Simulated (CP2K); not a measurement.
Consider 3-carboxypyridine at its PBE geometry (Å).

```xyz
14

O     2.6564   -1.1283   -0.4029
C     1.9547   -0.1700   -0.1126
O     2.4854    1.0562    0.2086
C     0.4700   -0.1728   -0.0604
C    -0.2825    0.9680    0.2501
C    -1.6710    0.8619    0.2689
C    -2.2519   -0.3762   -0.0203
N    -1.5469   -1.4838   -0.3192
C    -0.2116   -1.3697   -0.3362
H     3.4557    0.9417    0.1429
H     0.2156    1.9102    0.4698
H    -2.2971    1.7216    0.5040
H    -3.3384   -0.4923   -0.0136
H     0.3617   -2.2665   -0.5790
```

Method: CP2K XAS_TDP, all-electron GAPW, PBEh(45%), aug-cc-pVDZ, TDA, GW2X-corrected core level, no relativity.

Question: Where do the C K-edge lines lie, and how strong are they?

Leading lines: C2 289.96 eV, C4 286.91 eV, C5 286.78 eV, C6 287.32 eV, C7 287.16 eV and C9 287.23 eV. The leading line of an atom is its first one with 35 % of the strongest within 2.5 eV of its lowest line over the strength cut. Core ionisation energies at this level: C6 292.62, C9 293.41, C5 293.11, C7 293.36, C2 296.86 and C4 292.60 eV.

The first six lines of each atom with a strength over 0.0015:

```csv
atom,energy (eV),states,"strength, one atom",above the computed threshold
C2 (bonded to C and 2 O),289.96,1,0.0661,
,294.15,1,0.0017,
,294.72,1,0.0125,
,294.81,1,0.0033,
,296.44,1,0.0044,
,296.83,1,0.0077,
C4 (bonded to 3 C),286.91,1,0.0332,
,290.47,1,0.0191,
,290.90,1,0.0028,
,292.33,1,0.0035,
,293.19,1,0.0040,yes
,293.35,2,0.0102,yes
C5 (bonded to 2 C and H),286.78,1,0.0543,
,291.04,1,0.0095,
,292.16,2,0.0056,
,292.92,1,0.0022,
,293.63,1,0.0062,yes
,293.82,1,0.0020,yes
C6 (bonded to 2 C and H),287.32,1,0.0492,
,290.38,1,0.0120,
,291.55,1,0.0017,
,291.61,1,0.0073,
,291.73,1,0.0017,
,292.09,2,0.0020,
"C7 (bonded to C, N and H)",287.16,1,0.0544,
,291.30,1,0.0118,
,292.30,1,0.0032,
,292.31,1,0.0075,
,292.91,1,0.0018,
,293.25,1,0.0019,
"C9 (bonded to C, N and H)",287.23,1,0.0570,
,291.79,1,0.0066,
,292.44,1,0.0068,
,293.00,1,0.0025,
,293.03,1,0.0017,
,294.22,1,0.0026,yes
```

Lines are vertical, at one geometry, with no vibrational structure. GW2X ionisation energies and lines can be off by 1 to 2 eV either way, and a good line position may hide errors that cancel. These values hold no scalar relativity, about 0.1 eV for C 1s. Rydberg lines, and the discretised continuum above threshold, depend on the basis and the box.

[Banner, clock and machine lines of the logs are left out without a mark of their own.]

[Logs are printed without paths, hosts, clocks, repeated set-up lines and the standing remarks that a program may print on its own settings, such as how far it seeks lower states.]

[Hosts, paths, dates, database ids (printed as entryN), source tags and the programs' standing remarks are cut or masked in the printed files.]
